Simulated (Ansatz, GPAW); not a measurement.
# Cutoff, mesh and smearing for Y/V(110), part 2 of 3

How do cutoff, mesh, smearing and the dipole layer change the work function of Y/V(110)?

GPAW 26.7.0 and Ansatz 0.2.0; Ansatz plane waves; slab in vacuum with a dipole correction, relaxation (the session's first sound run).

So far, upper work function (eV): step 2 (relaxing the atoms) 2.45.

**3. The slab's potential**

With the geometry fixed, the planar mean of the potential gives the vacuum level on each side.

This step: GPAW, PAW setups; slab in vacuum (GPAW 26.7.0).

The input, run.py:

```python
import json
import numpy as np
from ase import Atoms
from gpaw import GPAW, PW

slab = Atoms(
    ['V', 'V', 'V', 'V', 'V', 'V', 'V', 'V', 'V', 'V', 'V', 'V', 'V', 'V', 'V', 'V', 'Y'],
    positions=[
        [0.00000, 0.00000, 9.00000],
        [2.13546, 0.00000, 11.13546],
        [0.00000, 0.00000, 13.27092],
        [2.13545, -0.00013, 15.19653],
        [2.13546, 1.51000, 9.00000],
        [4.27092, 1.51000, 11.13546],
        [2.13546, 1.51000, 13.27092],
        [4.26260, 1.52976, 15.39770],
        [2.13546, -1.51000, 9.00000],
        [4.27092, -1.51000, 11.13546],
        [2.13546, -1.51000, 13.27092],
        [4.27094, -1.50987, 15.19653],
        [4.27092, 0.00000, 9.00000],
        [6.40639, -0.00000, 11.13546],
        [4.27092, 0.00000, 13.27092],
        [6.41471, -0.01976, 15.39770],
        [1.06773, 0.75500, 17.60778]],
    cell=[[4.27092, -3.02, 0.0], [4.27092, 3.02, 0.0], [0.0, 0.0, 27.76209]],
    pbc=[True, True, False])

slab.calc = GPAW(mode=PW(400), xc='PBE', kpts={'size': (7, 7, 1), 'gamma': True},
                 occupations={'name': 'fermi-dirac', 'width': 0.1}, nbands='160%',
                 convergence={'density': 1e-05}, maxiter=200,
                 poissonsolver={'dipolelayer': 'xy'},
                 symmetry={'tolerance': 1e-3}, txt='slab.txt')
result = {}
energy = slab.get_potential_energy()
fermi = slab.calc.get_fermi_level()
v = slab.calc.get_electrostatic_potential().mean((0, 1)) - fermi
n = slab.calc.get_pseudo_density().mean((0, 1))
L = slab.cell[2, 2]
z = np.arange(len(v)) * L / len(v)
low, high = slab.positions[:, 2].min(), slab.positions[:, 2].max()
below, above = np.interp([low - 6.8, high + 6.8], z, v)
slopes = [np.interp(x, z, np.gradient(v, z)) for x in (low - 6.8, high + 6.8)]
eps = np.array([[slab.calc.get_eigenvalues(k, s) for k in range(len(slab.calc.get_ibz_k_points()))]
                for s in range(slab.calc.get_number_of_spins())]) - fermi
top, bottom = eps[eps < 0].max(), eps[eps > 0].min()
dipole = slab.get_dipole_moment()[2]
print(f'energy {energy:.4f} eV, Fermi level {fermi:.4f} eV, dipole {dipole:.5f} e A')
print(f'potential 6.8 A off the faces, from the Fermi level: lower {below:.4f} eV, upper {above:.4f} eV')
print(f'slope of the potential there: lower {slopes[0]:.5f}, upper {slopes[1]:.5f} eV/A')
print(f'nearest levels on the mesh: {top:.4f} and {bottom:.4f} eV')
print('magnetic moment', round(slab.get_magnetic_moment(), 3))
result.update(energy=energy, fermi=fermi, dipole=dipole, below=below, above=above, slopes=slopes, edges=[top, bottom],
              z=z.tolist(), v=v.tolist(), n=n.tolist(), positions=slab.positions.tolist(),
              forces=slab.get_forces(apply_constraint=False).tolist(), moments=slab.get_magnetic_moments().tolist())
json.dump(result, open('result.json', 'w'))
```

The run is started by

```console
OMP_NUM_THREADS=1 OPENBLAS_NUM_THREADS=1 python run.py
```

What it wrote:

```text
energy -132.9270 eV, Fermi level 1.0238 eV, dipole 0.32873 e A
potential 6.8 A off the faces, from the Fermi level: lower 4.7567 eV, upper 2.4492 eV
slope of the potential there: lower 0.00013, upper 0.00023 eV/A
nearest levels on the mesh: -0.0052 and 0.0005 eV
magnetic moment 0.0
```

Elapsed: 2.4 h, on 1 thread of Arm Neoverse N1, shared host; peak memory 1.4 GiB.

Numbers from this step:

- dipole along the normal: 0.3287 e·Å
- levels nearest the Fermi level on the mesh: -0.005187, 5.24e-4 eV from the Fermi level
- upper work function: 2.449 eV
- lower work function: 4.757 eV

The electrostatic potential energy of an electron (without an applied field's), less the Fermi level, planar mean oscillates, so the rows of the table below give means over windows of 2.26 Å about each position, cut where the curve ends. Its maxima inside the range that stand out by 2 % of the span (Å: eV): 1.3: 4.76, 10.1: -1.01, 12.2: -1.04, 14.3: -2.14, 16.7: 0.483. Its minima: 9.0: -19.8, 11.1: -19.7, 13.3: -19.8, 15.3: -19.2, 17.6: -6.23.

Table of electrostatic potential energy of an electron (without an applied field's), less the Fermi level, planar mean by z; means over each step:

z (Å), electrostatic potential energy of an electron (without an applied field's), less the Fermi level, planar mean (eV) and a bar from the least value:
```
     1.13        4.7 ##############################
     3.39        4.8 ##############################
     5.65        4.7 ##############################
     7.91       -3.2 ##############
    10.17       -9.8 #
    12.43       -9.7 #
    14.69      -10.1 
    16.95       -3.1 ##############
    19.21        1.1 #######################
    21.47        2.4 #########################
    23.73        2.4 #########################
    25.99        2.4 #########################
```

The pseudo valence density, planar mean oscillates, so the rows of the table below give means over windows of 1 Å about each position, cut where the curve ends. Its maxima inside the range that stand out by 2 % of the span (Å: e/Å³): 9.0: 2.30, 11.1: 2.31, 13.4: 2.20, 15.2: 2.12, 17.7: 0.351. Its minima: 10.1: 0.268, 12.1: 0.269, 14.2: 0.311, 16.7: 0.131.

The pseudo valence density, planar mean by z; means over each step:

```tsv
z (Å)	pseudo valence density, planar mean (e/Å³)
5	2.1e-4
6	0.00218
7	0.0196
8	0.211
9	1.55
10	0.373
11	1.52
12	0.442
13	1.37
14	0.634
15	1.32
16	0.602
17	0.197
18	0.218
19	0.0229
20	0.00374
21	6.9e-4
22	1.2e-4
```

Force by atom:

```tsv
atom	x (eV/Å)	y (eV/Å)	z (eV/Å)	size
V1	-0.009	0.014	0.534	0.534
V2	0.008	0.020	-0.501	0.502
V3	-0.147	-0.153	-0.221	0.306
V4	0.011	0.008	0.101	0.102
V5	0.009	-0.014	0.534	0.534
V6	0.020	0.018	-0.332	0.333
V7	0.147	0.153	-0.221	0.306
V8	0.002	-0.009	0.054	0.055
V9	-0.011	0.013	0.515	0.515
V10	-0.007	-0.020	-0.501	0.502
V11	-0.058	-0.141	-0.151	0.215
V12	-0.011	-0.008	0.101	0.102
V13	0.011	-0.013	0.515	0.515
V14	-0.021	-0.018	-0.332	0.333
V15	0.058	0.141	-0.151	0.215
V16	-0.002	0.009	0.054	0.055
Y17	0.000	0.000	0.001	0.001
```

The potential is flat to 2.3e-4 eV/Å where it is read, so the vacuum is wide enough. The geometry is the other program's minimum; here the largest force on a free atom is 0.10 eV/Å.

**4. Cutoff 200**

The cutoff limits how sharply the smooth valence waves can vary, which tells mostly near the atoms.

run.py: that of step 3 with these lines changed.

```diff
@@ -28,3 +28,3 @@
 
-slab.calc = GPAW(mode=PW(400), xc='PBE', kpts={'size': (7, 7, 1), 'gamma': True},
+slab.calc = GPAW(mode=PW(200), xc='PBE', kpts={'size': (7, 7, 1), 'gamma': True},
                  occupations={'name': 'fermi-dirac', 'width': 0.1}, nbands='160%',
```

What it wrote:

```text
energy -124.7537 eV, Fermi level 1.0318 eV, dipole 0.32918 e A
potential 6.8 A off the faces, from the Fermi level: lower 4.7704 eV, upper 2.4667 eV
slope of the potential there: lower -0.00108, upper 0.00129 eV/A
nearest levels on the mesh: -0.0001 and 0.0002 eV
magnetic moment 0.0
```

It took 55 min on 1 thread; peak memory 0.61 GiB.

The run finished. A setting was moved off its sound value on purpose, so it serves as a test and not as the result.

The fault put into the input: a cutoff under that of the base run: the energy of the cell lies 8.2 eV from the base value (ecut = 200).

The two runs compared:

```tsv
quantity	this run	sound run	difference
dipole along the normal (e·Å)	0.32918	0.32873	4.4e-4
upper work function (eV)	2.4667	2.4492	0.0175
lower work function (eV)	4.7704	4.7567	0.0137
```

**5. Cutoff 300**

The cutoff limits how sharply the smooth valence waves can vary, which tells mostly near the atoms.

run.py: that of step 4 with these lines changed.

```diff
@@ -28,3 +28,3 @@
 
-slab.calc = GPAW(mode=PW(200), xc='PBE', kpts={'size': (7, 7, 1), 'gamma': True},
+slab.calc = GPAW(mode=PW(300), xc='PBE', kpts={'size': (7, 7, 1), 'gamma': True},
                  occupations={'name': 'fermi-dirac', 'width': 0.1}, nbands='160%',
```

What it wrote:

```text
energy -131.6316 eV, Fermi level 1.0257 eV, dipole 0.32922 e A
potential 6.8 A off the faces, from the Fermi level: lower 4.7605 eV, upper 2.4506 eV
slope of the potential there: lower -0.00005, upper 0.00023 eV/A
nearest levels on the mesh: -0.0048 and 0.0009 eV
magnetic moment 0.0
```

The job ended after 1.6 h (1 thread; peak memory 0.99 GiB).

The run finished. A setting was moved off its sound value on purpose, so it serves as a test and not as the result.

The fault put into the input: a cutoff under that of the base run: the energy of the cell lies 1.3 eV from the base value (ecut = 300).

Side by side:

```tsv
quantity	this run	sound run	difference
dipole along the normal (e·Å)	0.32922	0.32873	4.9e-4
upper work function (eV)	2.4506	2.4492	0.00131
lower work function (eV)	4.7605	4.7567	0.00377
```

**6. Cutoff 700: ecut = 700**

The cutoff limits how sharply the smooth valence waves can vary, which tells mostly near the atoms.

run.py: that of step 5 with these lines changed.

```diff
@@ -28,3 +28,3 @@
 
-slab.calc = GPAW(mode=PW(300), xc='PBE', kpts={'size': (7, 7, 1), 'gamma': True},
+slab.calc = GPAW(mode=PW(700), xc='PBE', kpts={'size': (7, 7, 1), 'gamma': True},
                  occupations={'name': 'fermi-dirac', 'width': 0.1}, nbands='160%',
```

What it wrote:

```text
energy -133.2170 eV, Fermi level 1.0233 eV, dipole 0.32860 e A
potential 6.8 A off the faces, from the Fermi level: lower 4.7552 eV, upper 2.4495 eV
slope of the potential there: lower -0.00001, upper 0.00005 eV/A
nearest levels on the mesh: -0.0053 and 0.0004 eV
magnetic moment 0.0
```

Run time: 4.9 h. Hardware: 1 thread; peak memory 3.1 GiB.

This step gave:

| Property | Result |
| --- | --- |
| dipole along the normal | 0.3286 e·Å |
| levels nearest the Fermi level on the mesh | -0.005310, 3.93e-4 eV from the Fermi level |
| upper work function | 2.450 eV |
| lower work function | 4.755 eV |

The electrostatic potential energy of an electron (without an applied field's), less the Fermi level, planar mean oscillates, so the rows of the table below give means over windows of 2.22 Å about each position, cut where the curve ends. Its maxima inside the range that stand out by 2 % of the span (Å: eV): 2.0: 4.76, 10.1: -1.01, 12.2: -1.02, 14.3: -2.14, 16.6: 0.484. Its minima: 9.0: -19.9, 11.1: -19.7, 13.2: -19.8, 15.3: -19.2, 17.6: -6.26.

The electrostatic potential energy of an electron (without an applied field's), less the Fermi level, planar mean by z; means over each step:

```tsv
z (Å)	electrostatic potential energy of an electron (without an applied field's), less the Fermi level, planar mean (eV)
1.11	4.66
3.33	4.76
5.55	4.71
7.77	-1.62
9.99	-9.66
12.21	-9.64
14.43	-10.6
16.65	-4.03
18.87	0.0363
21.09	2.40
23.31	2.45
25.53	2.45
```

The pseudo valence density, planar mean oscillates, so the rows of the table below give means over windows of 1 Å about each position, cut where the curve ends. Its maxima inside the range that stand out by 2 % of the span (Å: e/Å³): 9.0: 2.31, 11.1: 2.31, 13.3: 2.28, 15.2: 2.14, 17.6: 0.359. Its minima: 10.0: 0.272, 12.2: 0.266, 14.3: 0.305, 16.7: 0.131.

The pseudo valence density, planar mean by z; means over each step:

z (Å), pseudo valence density, planar mean (e/Å³) and a bar:
```
        5       0.00 
        6       0.00 
        7       0.02 
        8       0.20 ####
        9       1.57 ##############################
       10       0.36 #######
       11       1.52 #############################
       12       0.44 ########
       13       1.39 ###########################
       14       0.61 ############
       15       1.34 ##########################
       16       0.59 ###########
       17       0.20 ####
       18       0.22 ####
       19       0.02 
       20       0.00 
       21       0.00 
       22       0.00
```

Force by atom:

```tsv
atom	x (eV/Å)	y (eV/Å)	z (eV/Å)	size
V1	-0.009	0.014	0.535	0.535
V2	0.007	0.020	-0.501	0.502
V3	-0.147	-0.155	-0.223	0.308
V4	0.010	0.008	0.102	0.103
V5	0.009	-0.014	0.535	0.535
V6	0.020	0.018	-0.331	0.333
V7	0.147	0.155	-0.223	0.308
V8	0.002	-0.009	0.052	0.052
V9	-0.010	0.013	0.516	0.517
V10	-0.007	-0.020	-0.501	0.502
V11	-0.058	-0.143	-0.153	0.217
V12	-0.010	-0.008	0.102	0.103
V13	0.010	-0.013	0.516	0.517
V14	-0.021	-0.018	-0.331	0.333
V15	0.058	0.143	-0.153	0.217
V16	-0.002	0.009	0.052	0.052
Y17	0.000	0.000	0.002	0.002
```

The upper face's work function is 2.450 eV, against 2.449 eV in the first plane-wave PBE run at this geometry.

**7. K mesh 2×2**

The mesh in the plane samples the bands: a metal's Fermi level needs it dense, and band edges must lie on it.

run.py: that of step 6 with these lines changed.

```diff
@@ -28,3 +28,3 @@
 
-slab.calc = GPAW(mode=PW(700), xc='PBE', kpts={'size': (7, 7, 1), 'gamma': True},
+slab.calc = GPAW(mode=PW(400), xc='PBE', kpts={'size': (2, 2, 1), 'gamma': True},
                  occupations={'name': 'fermi-dirac', 'width': 0.1}, nbands='160%',
```

What it wrote:

```text
energy -133.1038 eV, Fermi level 1.0607 eV, dipole 0.35457 e A
potential 6.8 A off the faces, from the Fermi level: lower 4.7995 eV, upper 2.3108 eV
slope of the potential there: lower 0.00015, upper 0.00033 eV/A
nearest levels on the mesh: -0.0437 and 0.0173 eV
magnetic moment 0.0
```

Wall time 25 min (1 thread); peak memory 0.6 GiB.

The run finished with changed settings (kpts = [2, 2]); it serves as a test.

The two runs compared:

```tsv
quantity	this run	sound run	difference
dipole along the normal (e·Å)	0.35457	0.32873	0.0258
upper work function (eV)	2.3108	2.4492	-0.138
lower work function (eV)	4.7995	4.7567	0.0428
```

The two runs differ clearly in the dipole along the normal: 0.355 e·Å against 0.329 e·Å.

**8. K mesh 4×4**

The mesh in the plane samples the bands: a metal's Fermi level needs it dense, and band edges must lie on it.

run.py: that of step 7 with these lines changed.

```diff
@@ -28,3 +28,3 @@
 
-slab.calc = GPAW(mode=PW(400), xc='PBE', kpts={'size': (2, 2, 1), 'gamma': True},
+slab.calc = GPAW(mode=PW(400), xc='PBE', kpts={'size': (4, 4, 1), 'gamma': True},
                  occupations={'name': 'fermi-dirac', 'width': 0.1}, nbands='160%',
```

What it wrote:

```text
energy -132.9478 eV, Fermi level 1.0245 eV, dipole 0.32717 e A
potential 6.8 A off the faces, from the Fermi level: lower 4.7531 eV, upper 2.4566 eV
slope of the potential there: lower 0.00013, upper 0.00023 eV/A
nearest levels on the mesh: -0.0165 and 0.0194 eV
magnetic moment 0.0
```

The job ended after 59 min (1 thread; peak memory 0.83 GiB).

The run finished with changed settings (kpts = [4, 4]); it serves as a test.

Side by side:

```tsv
quantity	this run	sound run	difference
dipole along the normal (e·Å)	0.32717	0.32873	-0.00156
upper work function (eV)	2.4566	2.4492	0.00731
lower work function (eV)	4.7531	4.7567	-0.00364
```

**9. K mesh 10×10: kpts = [10, 10]**

The mesh in the plane samples the bands: a metal's Fermi level needs it dense, and band edges must lie on it.

run.py: that of step 8 with these lines changed.

```diff
@@ -28,3 +28,3 @@
 
-slab.calc = GPAW(mode=PW(400), xc='PBE', kpts={'size': (4, 4, 1), 'gamma': True},
+slab.calc = GPAW(mode=PW(400), xc='PBE', kpts={'size': (10, 10, 1), 'gamma': True},
                  occupations={'name': 'fermi-dirac', 'width': 0.1}, nbands='160%',
```

What it wrote:

```text
energy -132.9150 eV, Fermi level 1.0238 eV, dipole 0.32893 e A
potential 6.8 A off the faces, from the Fermi level: lower 4.7576 eV, upper 2.4488 eV
slope of the potential there: lower 0.00013, upper 0.00023 eV/A
nearest levels on the mesh: -0.0014 and 0.0020 eV
magnetic moment 0.0
```

It took 5.1 h on 1 thread; peak memory 2.5 GiB.

This step gave:

- dipole along the normal: 0.3289 e·Å
- levels nearest the Fermi level on the mesh: -0.001424, 0.002005 eV from the Fermi level
- upper work function: 2.449 eV
- lower work function: 4.758 eV

The electrostatic potential energy of an electron (without an applied field's), less the Fermi level, planar mean oscillates, so the rows of the table below give means over windows of 2.26 Å about each position, cut where the curve ends. Its maxima inside the range that stand out by 2 % of the span (Å: eV): 1.3: 4.76, 10.1: -1.01, 12.2: -1.04, 14.3: -2.14, 16.7: 0.481. Its minima: 9.0: -19.8, 11.1: -19.7, 13.3: -19.8, 15.3: -19.2, 17.6: -6.23.

Table of electrostatic potential energy of an electron (without an applied field's), less the Fermi level, planar mean by z; means over each step:

```tsv
z (Å)	electrostatic potential energy of an electron (without an applied field's), less the Fermi level, planar mean (eV)
1.13	4.66
3.39	4.76
5.65	4.69
7.91	-3.22
10.17	-9.80
12.43	-9.66
14.69	-10.1
16.95	-3.06
19.21	1.06
21.47	2.42
23.73	2.45
25.99	2.45
```

The upper face's work function is 2.449 eV, against 2.449 eV in the first plane-wave PBE run at this geometry.

**10. Scheme Fermi-Dirac, smearing 0.01**

Smearing changes the occupations near the Fermi level, and with them the level itself. Smearing helps the SCF of a metal converge, but it blurs occupations at band edges near the Fermi level.

run.py: that of step 9 with these lines changed.

```diff
@@ -28,4 +28,4 @@
 
-slab.calc = GPAW(mode=PW(400), xc='PBE', kpts={'size': (10, 10, 1), 'gamma': True},
-                 occupations={'name': 'fermi-dirac', 'width': 0.1}, nbands='160%',
+slab.calc = GPAW(mode=PW(400), xc='PBE', kpts={'size': (7, 7, 1), 'gamma': True},
+                 occupations={'name': 'fermi-dirac', 'width': 0.01}, nbands='160%',
                  convergence={'density': 1e-05}, maxiter=200,
```

What it wrote:

```text
energy -132.9305 eV, Fermi level 1.0329 eV, dipole 0.34098 e A
potential 6.8 A off the faces, from the Fermi level: lower 4.7779 eV, upper 2.3845 eV
slope of the potential there: lower 0.00014, upper 0.00020 eV/A
nearest levels on the mesh: -0.0004 and 0.0028 eV
magnetic moment 0.0
```

Elapsed: 2.6 h, on 1 thread; peak memory 1.4 GiB.

Numbers from this step:

```
dipole along the normal                    : 0.3410 e·Å
levels nearest the Fermi level on the mesh : -4.23e-4, 0.002796 eV from the Fermi level
upper work function                        : 2.385 eV
lower work function                        : 4.778 eV
```

(Continued in part 3 of 3.)

[Logs are printed without paths, hosts, clocks, repeated set-up lines and the standing remarks that a program may print on its own settings, such as how far it seeks lower states.]

[Hosts, paths, dates, database ids (printed as entryN), source tags and the programs' standing remarks are cut or masked in the printed files.]
